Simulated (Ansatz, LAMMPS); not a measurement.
# Amorphous 58HfO2-42Al2O3 (mol %) (92 atoms): relaxation and levels of theory

Which bonds does the relaxation leave, and how do the Kohn-Sham gap, forces and pressure change with k-mesh and functional?

Calculated with Ansatz 0.2.0: Kohn-Sham DFT, PBE, PAW (set soft_2), plane waves; cutoff 420 eV, Γ point, fermi-dirac smearing of 0.025 eV.

**The cell**

Density at the start: 5.82 g/cm³. The cell holds 92 atoms: 14 Hf, 20 Al and 58 O. Cell: a = 10.418 Å, b = 10.418 Å, c = 10.418 Å, α = 90.0°, β = 90.0°, γ = 90.0°. 92 atoms (14 Zr, 20 Al, 58 O) placed at random at 4.03 g/cm³, melted at 5000 K for 10 ps at fixed volume with the Morse and Coulomb pair potential with partial charges (Pedone, Malavasi, Menziani, Cormack and Segre, J. Phys. Chem. B 110, 11780 (2006)). Quenched from 5000 K to 300 K at 50 K/ps and fixed volume, held 5 ps, then minimised at fixed cell. Then Zr was replaced by Hf (the potential has no terms for the new elements, so the cell is a start for a DFT relaxation).

Cell and atoms were relaxed with PBE. The walk converged after 8 steps by the program's count, with a largest force component of 0.0307 eV/Å; it began at an r.m.s. force component of 0.52 eV/Å. The edges went from 10.418, 10.418, 10.418 to 10.156, 10.409, 10.408 Å, and the volume from 12.291 to 11.945 Å³ an atom (-2.8 %).

The input of the reference single point:

```yaml
crystal:
  lattice:
    - [10.15375, 0.14794, -0.1799]
    - [0.14794, 10.40767, -0.10844]
    - [-0.1799, -0.10844, 10.4058]
  atoms:
    - { symbol: Hf, position: [0.5826, 0.00871, 0.00377] }
    - { symbol: Hf, position: [0.37245, 0.66592, 0.48142] }
    - { symbol: Hf, position: [0.88536, 0.12407, 0.47437] }
    - { symbol: Hf, position: [0.84466, 0.6564, 0.36019] }
    [... 86 atom lines left out ...]
    - { symbol: O, position: [0.30628, 0.21534, 0.18652] }
    - { symbol: O, position: [0.25092, 0.81466, 0.57494] }
kpoints:
  mp_grid: { grid: [1, 1, 1] }
hamiltonian:
  xc: pbe
scf:
  occupations: { method: fermi_dirac, width: 0.025 }
output:
  forces: true
  stress: true
  populations: true
  dos:
    method: { smearing: { sigma: 0.08 } }
    de: 0.05
    projected: { site_lists: { Al: [Al], Hf: [Hf], O: [O] } }
  eigenvalues: true
  write_density: true
  write_potential: true
  volumetric_format: npy
```

**Bonds after relaxation**

Bonds by pair of elements; cutoffs follow the first minimum of g(r), held within bounds set by covalent radii, and pairs that aren't listed don't count as bonded:

```
pair A-B  cutoff (Å)  bonds  mean length (Å)  spread (Å)  shortest (Å)  B about A  A about B
    O-Al        2.48     90             1.85        0.09          1.73       1.55        4.5
    O-Hf        2.82     87             2.13       0.116          1.93        1.5       6.21
```

How many atoms have how many bonded neighbours:

```csv
element,mean,2,3,4,5,6,7
Al,4.5,0,0,10,10,0,0
Hf,6.21,0,0,0,0,11,3
O,3.05,2,51,5,0,0,0
```

**Levels of theory**

Single points at the relaxed geometry:

```
functional  k-mesh  Kohn-Sham gap (eV)  pressure (GPa)  r.m.s. force component (eV/Å)  SCF cycles     time
       PBE   1×1×1               3.921           -0.01                          0.006          10     23 s
       PBE   2×2×2               3.914            0.01                          0.010          10  3.4 min
     HSE06   1×1×1               5.579           -5.28                          0.098          21  6.3 min
    r2SCAN   1×1×1               4.488           -5.18                          0.072          10     45 s
    PBEsol   1×1×1               3.810           -4.92                          0.069          10     21 s
```

The gap is that between the highest filled and lowest empty Kohn-Sham level on the run's k-points. Cutoffs: 420 eV for PBE, HSE06 and PBEsol; 500 eV for r2SCAN. Times come from shared hosts and are rough.

**Findings**

By these cutoffs 50 % of Al atoms have 4, 79 % of Hf atoms have 6 and 88 % of O atoms have 3 neighbours. The Kohn-Sham gap is 3.92 eV with PBE on the 1×1×1 mesh and 3.91 eV on 2×2×2. On the 1×1×1 mesh HSE06 changes the gap by +1.66 eV against PBE. Carrying that shift over to the 2×2×2 mesh gives 3.91 + 1.66 = 5.57 eV, an estimate that takes the shift to be alike at all k-points. On the reference's mesh the gap changes with r2SCAN by +0.57 eV and PBEsol by -0.11 eV. Against the reference the pressure changes with HSE06 by -5.3 GPa, r2SCAN by -5.2 GPa and PBEsol by -4.9 GPa; a negative change means a smaller volume than PBE would take. The denser mesh moves the energy by -1.4 meV/atom and the pressure by +0.02 GPa.

Limits: All single points share the geometry relaxed with PBE. The volume changed by -2.8 % on relaxing; in so small a cell, on this mesh and at this cutoff, the relaxed density is rough. One sample; tail or defect levels can set the gap of a disordered cell. The quench rate of 50 K/ps is many orders above laboratory rates, so the cell is likely richer in defects and strain than a real sample. The network of bonds at the start is that of the classical potential that made the cell, and needn't be the one that DFT or experiment would give. Spin–orbit coupling is left out, which matters for the levels of the heavy elements. In some runs the program notes that it cut back its work space to fit the memory limit, the exchange threshold is loose for the stress and the SCF threshold is loose for the stress.

[Logs are printed without paths, hosts, clocks, repeated set-up lines and the standing remarks that a program may print on its own settings, such as how far it seeks lower states.]

[Hosts, paths, dates, database ids (printed as entryN), source tags and the programs' standing remarks are cut or masked in the printed files.]
